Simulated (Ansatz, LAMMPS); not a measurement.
**Structural relaxation of Mg2+ triflate in trimethyl phosphate and diglyme, from a frame at 380 K (131 atoms)**

Aim: bring Mg2+ triflate in trimethyl phosphate and diglyme, from a frame at 380 K (131 atoms) to a nearby minimum of the energy and see what moves.

Method: Kohn-Sham DFT, PBEsol, PAW (set soft_2), plane waves, in Ansatz 0.2.0.

This is a report of a sequence of runs, with most program output left out.

## (1) Set-up

The cell holds 131 atoms: 26 C, 28 O, 64 H, 4 P, 2 S, 6 F and 1 Mg. Cell: a = 11.738 Å, b = 11.738 Å, c = 11.738 Å, α = 90.0°, β = 90.0°, γ = 90.0°. 4 trimethyl phosphate, 2 diglyme, 1 Mg2+, 2 triflate placed at random, at 1.18 g/cm³; overlaps pushed apart, then 10 ps at 550 K with divalent ions of Li, Roberts, Chakravorty and Merz (J. Chem. Theory Comput. 9, 2733 (2013)); MMFF94 bonds, angles, torsions, charges and radii (Halgren, J. Comput. Chem. 17, 490 (1996)) in harmonic and 12-6 forms; charges of ions scaled by 0.8. Snapshot after 30 ps at 380 K and fixed volume.

What the set-up can't give: The network of contacts between molecules at the start is that of the classical potential that made the cell. The functional has no dispersion term, which matters for the binding between molecules or layers. The density was typed from a rule of thumb and may lie off the real one at this temperature. Only the Γ point is sampled, in a cell whose shortest periodic width is 12 Å.

## (2) Making the structure

A classical potential makes the cell, at a small fraction of what the same run would cost in DFT.

This step: classical MD, divalent ions of Li, Roberts, Chakravorty and Merz (J. Chem. Theory Comput. 9, 2733 (2013)); MMFF94 bonds, angles, torsions, charges and radii (Halgren, J. Comput. Chem. 17, 490 (1996)) in harmonic and 12-6 forms; charges of ions scaled by 0.8 (LAMMPS 22 Jul 2025 - Update 4).

The input, in.lmp:

```
# Mg2+ triflate in trimethyl phosphate and diglyme
units real
atom_style full
boundary p p p
bond_style harmonic
angle_style harmonic
dihedral_style opls
improper_style harmonic
special_bonds lj 0 0 0.5 coul 0 0 0.75
read_data data.lmp
neigh_modify delay 0 every 1 check yes one 4000
comm_modify cutoff 12.0
timestep 0.5
thermo_style custom step time temp pe press density
thermo_modify norm yes
# push overlapping molecules apart
pair_style soft 2.6
pair_coeff * * 0.0
variable a equal ramp(1,60)
fix ad all adapt 1 pair soft a * * v_a
velocity all create 550 82305 mom yes dist gaussian
fix lim all nve/limit 0.03
fix lan all langevin 550 550 50 82306 zero yes
thermo 1000
run 3000 post no
unfix ad
pair_style lj/cut/coul/long 9.0
pair_modify mix arithmetic tail yes
pair_coeff 1 1 0.0678 3.3680   # C
pair_coeff 2 2 0.0763 3.0430   # O
pair_coeff 3 3 0.0216 2.5400   # H
pair_coeff 4 4 0.2596 3.1940   # P
pair_coeff 5 5 0.0763 3.0960   # O
pair_coeff 6 6 0.2681 3.4180   # S
# [... 20 lines left out ...]
compute msd all msd com yes
thermo 7500
fix md all nvt temp 380 380 100
run 30000 post no
print "== T380: mean square displacement over the hold $(c_msd[4]:%.2f) A^2"
unfix md
uncompute msd
write_dump all custom T380.dump id type xs ys zs modify sort id
```

On the command line:

```
$ lmp -in in.lmp -log none -nocite
```

It took 24 s on 1 thread of Arm Neoverse V1, shared host; peak memory 0.12 GiB.

The input also reads data.lmp (atoms, bonds and types; not printed here).

## (3) Single point at the start

A single point comes first, to see the forces before anything moves.

The input, input.yaml:

```yaml
crystal:
  lattice:
    - [11.73759, 0.0, 0.0]
    - [0.0, 11.73759, 0.0]
    - [0.0, 0.0, 11.73759]
  atoms:
    - { symbol: C, position: [0.23666, 0.01048, 0.20663] }
    - { symbol: O, position: [0.19304, 0.00937, 0.31775] }
    - { symbol: C, position: [0.13564, 0.89832, 0.3439] }
    - { symbol: C, position: [0.22499, 0.80079, 0.34369] }
    - { symbol: O, position: [0.2122, 0.75285, 0.23535] }
    - { symbol: C, position: [0.224, 0.62972, 0.24301] }
    - { symbol: C, position: [0.34833, 0.59196, 0.25296] }
    - { symbol: O, position: [0.37274, 0.47254, 0.2333] }
    - { symbol: C, position: [0.35869, 0.44967, 0.11218] }
    - { symbol: H, position: [0.17253, 0.98838, 0.13612] }
    - { symbol: H, position: [0.30923, 0.95582, 0.20344] }
    - { symbol: H, position: [0.26671, 0.0941, 0.18763] }
    - { symbol: H, position: [0.10263, 0.91092, 0.42827] }
    - { symbol: H, position: [0.06548, 0.88573, 0.28176] }
    - { symbol: H, position: [0.31384, 0.82592, 0.34906] }
    - { symbol: H, position: [0.20701, 0.73469, 0.40907] }
    - { symbol: H, position: [0.19416, 0.60058, 0.16589] }
    - { symbol: H, position: [0.16571, 0.59154, 0.30131] }
    - { symbol: H, position: [0.40425, 0.63891, 0.19887] }
    - { symbol: H, position: [0.37837, 0.60848, 0.33867] }
    - { symbol: H, position: [0.3783, 0.36276, 0.11496] }
    - { symbol: H, position: [0.42321, 0.49737, 0.06195] }
    - { symbol: H, position: [0.2733, 0.45873, 0.09331] }
    - { symbol: C, position: [0.51569, 0.18378, 0.09398] }
    - { symbol: O, position: [0.5207, 0.22359, 0.97312] }
    - { symbol: C, position: [0.59988, 0.15224, 0.90472] }
    - { symbol: C, position: [0.60652, 0.20237, 0.78951] }
    - { symbol: O, position: [0.67814, 0.3013, 0.7882] }
    - { symbol: C, position: [0.6441, 0.38634, 0.8742] }
    - { symbol: C, position: [0.71475, 0.49573, 0.84029] }
    - { symbol: O, position: [0.82087, 0.47017, 0.786] }
    - { symbol: C, position: [0.8973, 0.57022, 0.78984] }
    [... 93 atom lines left out ...]
    - { symbol: O, position: [0.91291, 0.31222, 0.90472] }
    - { symbol: C, position: [0.96637, 0.28155, 0.12693] }
    - { symbol: F, position: [0.88927, 0.19782, 0.14003] }
    - { symbol: F, position: [0.96189, 0.3463, 0.21771] }
    - { symbol: F, position: [0.06861, 0.22907, 0.13402] }
    - { symbol: Mg, position: [0.87651, 0.32526, 0.74454] }
kpoints:
  mp_grid: { grid: [1, 1, 1] }
hamiltonian:
  xc: pbesol
scf:
  occupations: { method: fermi_dirac, width: 0.025 }
output:
  forces: true
  stress: true
  populations: true
  dos:
    method: { smearing: { sigma: 0.08 } }
    de: 0.1
    projected: { site_lists: { C: [C], F: [F], H: [H], Mg: [Mg], O: [O] } }
  eigenvalues: true
```

On the command line:

```
$ ansatz run input.yaml --threads 4 --pin off --max-ram 8192MiB --backend cpu --events-out ev --progress --plain --runs-dir out
```

Wall time 27 s (4 threads of Arm Neoverse V1, shared host); peak memory 1.9 GiB.

Read from the output:

* free energy: -34558.0066 eV
* free energy per atom: -263.8016 eV/atom
* SCF cycles: 11
* pressure: 0.5031 GPa
* r.m.s. force component: 1.022 eV/Å
* longest force: 4.811 eV/Å
* Fermi energy: 1.543 eV
* gap (highest filled to lowest empty level): 4.386 eV
* spilling of the projection: 0.01547

The r.m.s. force component of 1.0 eV/Å and the pressure of 0.50 GPa set the starting point.

Neighbours are counted within 1.34 Å (H-C), 1.73 Å (O-C), 2.08 Å (O-P), 1.93 Å (O-S), 2.42 Å (O-Mg), 1.85 Å (C-C), 1.62 Å (C-F), 2.21 Å (C-S).

Length of the force by element and coordination:

```csv
element,coordination,atoms,mean length of the force (eV/Å),spread,least,most
C,all,26,2.08,0.807,0.666,4.07
F,all,6,1.24,0.318,0.859,1.84
H,all,64,1.09,0.639,0.172,3.00
Mg,all,1,1.69,0,1.69,1.69
O,all,28,2.15,0.939,0.874,4.81
O,1,6,1.31,0.384,0.874,1.93
O,2,20,2.42,0.891,1.21,4.81
O,3,2,1.98,1.06,0.917,3.04
P,all,4,1.21,0.406,0.686,1.66
S,all,2,1.55,0.459,1.09,2.01
```

## (4) Relaxation

The atoms are relaxed in the fixed cell, aiming at the force tolerance of the input.

input.yaml, the sections that differ from step 3:

```yaml
output:
  forces: true
relax:
  f_tol: 0.05
  max_steps: 200
# crystal, kpoints, hamiltonian, scf: as in step 3
```

The job ended after 7.4 min (4 threads; peak memory 1.9 GiB; 28 min of CPU time).

Step by step (22 of 40):

```csv
step,energy less that of the first step (eV),largest force component (eV/Å)
1,0.0000,3.5127
3,-6.4173,0.6470
5,-7.0240,0.2818
7,-7.2581,0.2746
8,-7.3130,0.4815
10,-7.3975,0.5066
12,-7.4510,0.3564
14,-7.4890,0.2738
16,-7.5177,0.3112
18,-7.5442,0.3231
20,-7.5697,0.3440
21,-7.5814,0.3660
23,-7.6041,0.3542
25,-7.6267,0.2164
27,-7.6400,0.1892
29,-7.6499,0.0775
31,-7.6540,0.0450
33,-7.6577,0.0594
34,-7.6593,0.0692
36,-7.6613,0.0898
38,-7.6629,0.0491
40,-7.6634,0.0180
```

The atoms that moved most (Å):

```csv
atom,dx,dy,dz,length
H60,0.756,2.003,0.506,2.200
H58,0.470,2.113,-0.209,2.175
C52,0.718,1.787,-0.058,1.927
H59,0.473,1.743,-0.634,1.914
H44,-0.769,0.878,-1.405,1.827
H35,0.120,-1.747,-0.513,1.825
H77,-1.029,-1.481,0.212,1.816
H72,-0.040,-1.501,-1.021,1.816
```

The relaxation changed the energy by -58.5 meV/atom, and atoms moved by 0.99 Å r.m.s., 2.2 Å at most.

## (5) Structure statistics after relaxation

Bonds before and after, by the cutoffs listed below:

```csv
pair,bonds before,bonds after,mean before (Å),mean after (Å),spread before (Å),spread after (Å)
H-C,64,64,1.093,1.103,0.032,0.004
O-C,24,24,1.431,1.431,0.042,0.012
O-P,16,16,1.591,1.556,0.061,0.046
O-S,6,6,1.460,1.461,0.021,0.012
O-Mg,6,6,2.041,2.079,0.171,0.055
C-C,4,4,1.535,1.512,0.038,0.009
C-F,6,6,1.347,1.341,0.019,0.006
C-S,2,2,1.892,1.857,0.015,0.000
```

Density 1.18 g/cm³, 12.34 Å³ an atom.

Pair distribution functions g(r), in bins of 0.2 Å:

```csv
r (Å),total,H-H,H-O,H-C,H-F,H-P,H-S
1.00,1.10,0.00,0.00,5.70,0.00,0.00,0.00
1.20,2.79,0.00,0.00,14.35,0.00,0.00,0.00
1.40,1.49,0.00,0.00,0.00,0.00,0.00,0.00
1.60,0.49,0.00,0.00,0.00,0.00,0.00,0.00
1.80,1.34,5.45,0.00,0.00,0.00,0.00,0.00
2.00,1.02,0.00,4.57,0.00,0.00,0.00,0.00
2.20,0.60,0.07,0.94,1.33,0.00,0.00,0.00
2.40,0.76,0.99,0.69,0.13,0.00,0.00,0.00
2.60,1.14,0.94,1.12,0.96,0.74,0.35,0.00
2.80,0.69,0.72,1.27,0.38,1.30,3.84,0.00
3.00,0.93,1.23,0.60,0.38,0.20,2.54,1.65
3.20,0.80,0.73,0.60,1.23,0.32,0.72,0.95
3.40,0.89,0.79,0.90,1.09,0.87,2.33,1.29
3.60,0.74,0.81,0.53,1.01,0.64,1.39,0.40
3.80,1.04,1.11,1.06,0.91,0.92,0.87,1.01
4.00,0.97,1.18,1.01,1.16,0.63,0.63,1.24
4.20,1.09,1.15,1.45,0.94,1.15,0.72,0.86
4.40,1.12,1.12,1.35,0.90,1.47,0.25,0.78
4.60,1.02,1.02,0.94,1.38,0.86,0.71,1.91
4.80,0.99,1.01,0.84,1.12,1.15,0.88,1.11
5.00,0.96,0.92,1.02,1.12,0.87,0.81,1.59
5.20,1.00,0.96,0.92,1.05,1.43,1.03,0.55
5.40,1.05,1.12,0.90,0.97,1.15,1.04,1.38
5.60,0.93,1.11,0.83,0.74,0.96,1.62,1.11
5.80,1.09,1.04,0.98,1.13,1.14,0.90,0.45
```

Bonds by pair of elements; cutoffs follow the first minimum of g(r), held within bounds set by covalent radii, and pairs that aren't listed don't count as bonded:

```csv
pair A-B,cutoff (Å),bonds,mean length (Å),spread (Å),shortest (Å),B about A,A about B
H-C,1.34,64,1.10,0.004,1.10,1,2.46
O-C,1.73,24,1.43,0.012,1.41,0.857,0.923
O-P,2.02,16,1.56,0.046,1.47,0.571,4
O-S,1.88,6,1.46,0.012,1.45,0.214,3
O-Mg,2.58,6,2.08,0.055,2.02,0.214,6
C-C,1.85,4,1.51,0.009,1.50,0.308,0.308
C-F,1.62,6,1.34,0.006,1.33,0.231,1
C-S,2.21,2,1.86,0,1.86,0.077,1
```

How many atoms have how many bonded neighbours:

```csv
element,mean,1,2,3,4,6
C,4,0,0,0,26,0
F,1,6,0,0,0,0
H,1,64,0,0,0,0
Mg,6,0,0,0,0,1
O,1.86,6,20,2,0,0
P,4,0,0,0,4,0
S,4,0,0,0,2,0
```

Bond angles, per cent of each kind in bins of 5°:

```csv
angle (°),H-C-O,H-C-H,O-P-O,C-C-H,O-Mg-O
75–80,0.0,0.0,0.0,0.0,6.7
80–85,0.0,0.0,0.0,0.0,6.7
85–90,0.0,0.0,0.0,0.0,20.0
90–95,0.0,0.0,0.0,0.0,46.7
95–100,0.0,0.0,8.3,0.0,0.0
100–105,0.0,0.0,16.7,0.0,0.0
105–110,53.1,73.2,33.3,68.8,0.0
110–115,46.9,26.8,16.7,31.2,0.0
115–120,0.0,0.0,25.0,0.0,0.0
120–125,0.0,0.0,0.0,0.0,0.0
125–130,0.0,0.0,0.0,0.0,0.0
130–135,0.0,0.0,0.0,0.0,0.0
135–140,0.0,0.0,0.0,0.0,0.0
140–145,0.0,0.0,0.0,0.0,0.0
145–150,0.0,0.0,0.0,0.0,0.0
150–155,0.0,0.0,0.0,0.0,0.0
155–160,0.0,0.0,0.0,0.0,0.0
160–165,0.0,0.0,0.0,0.0,0.0
165–170,0.0,0.0,0.0,0.0,0.0
170–175,0.0,0.0,0.0,0.0,20.0
```

Bond angles (no mean is given where the spread exceeds 20°):

```csv
angle,count,mean (°),spread (°)
H-C-O,64,109,1.9
H-C-H,56,109,0.9
O-P-O,24,109,6.3
C-C-H,16,110,1.1
O-Mg-O,15,-,-
```

Bond length by coordination (bonds to H left out):

```csv
element,coordination,atoms,mean bond length (Å)
O,1,6,1.46
O,2,20,1.54
O,3,2,1.67
```

First main peaks of g(r), for some of the pairs, lie near 1.8 Å (H-H), 2.1 Å (H-O), 1.1 Å (H-C), 2.7 Å (H-F), 2.9 Å (H-P) and 3.0 Å (H-S). With the cutoffs above, all C atoms have 4, all F atoms have 1, all H atoms have 1 and all Mg atoms have 6 bonded neighbours. The H-C-O angle averages 109° with a spread of 1.9°.

(Part 1 of 2 ends here.)

[Logs are printed without paths, hosts, clocks, repeated set-up lines and the standing remarks that a program may print on its own settings, such as how far it seeks lower states.]

[Hosts, paths, dates, database ids (printed as entryN), source tags and the programs' standing remarks are cut or masked in the printed files.]

[The MMFF94 radii named for the starting cell were scaled by 0.96; in molecules described by MMFF94, hydrogen bound to N, O or S took a small fixed 12-6 site in their place.]
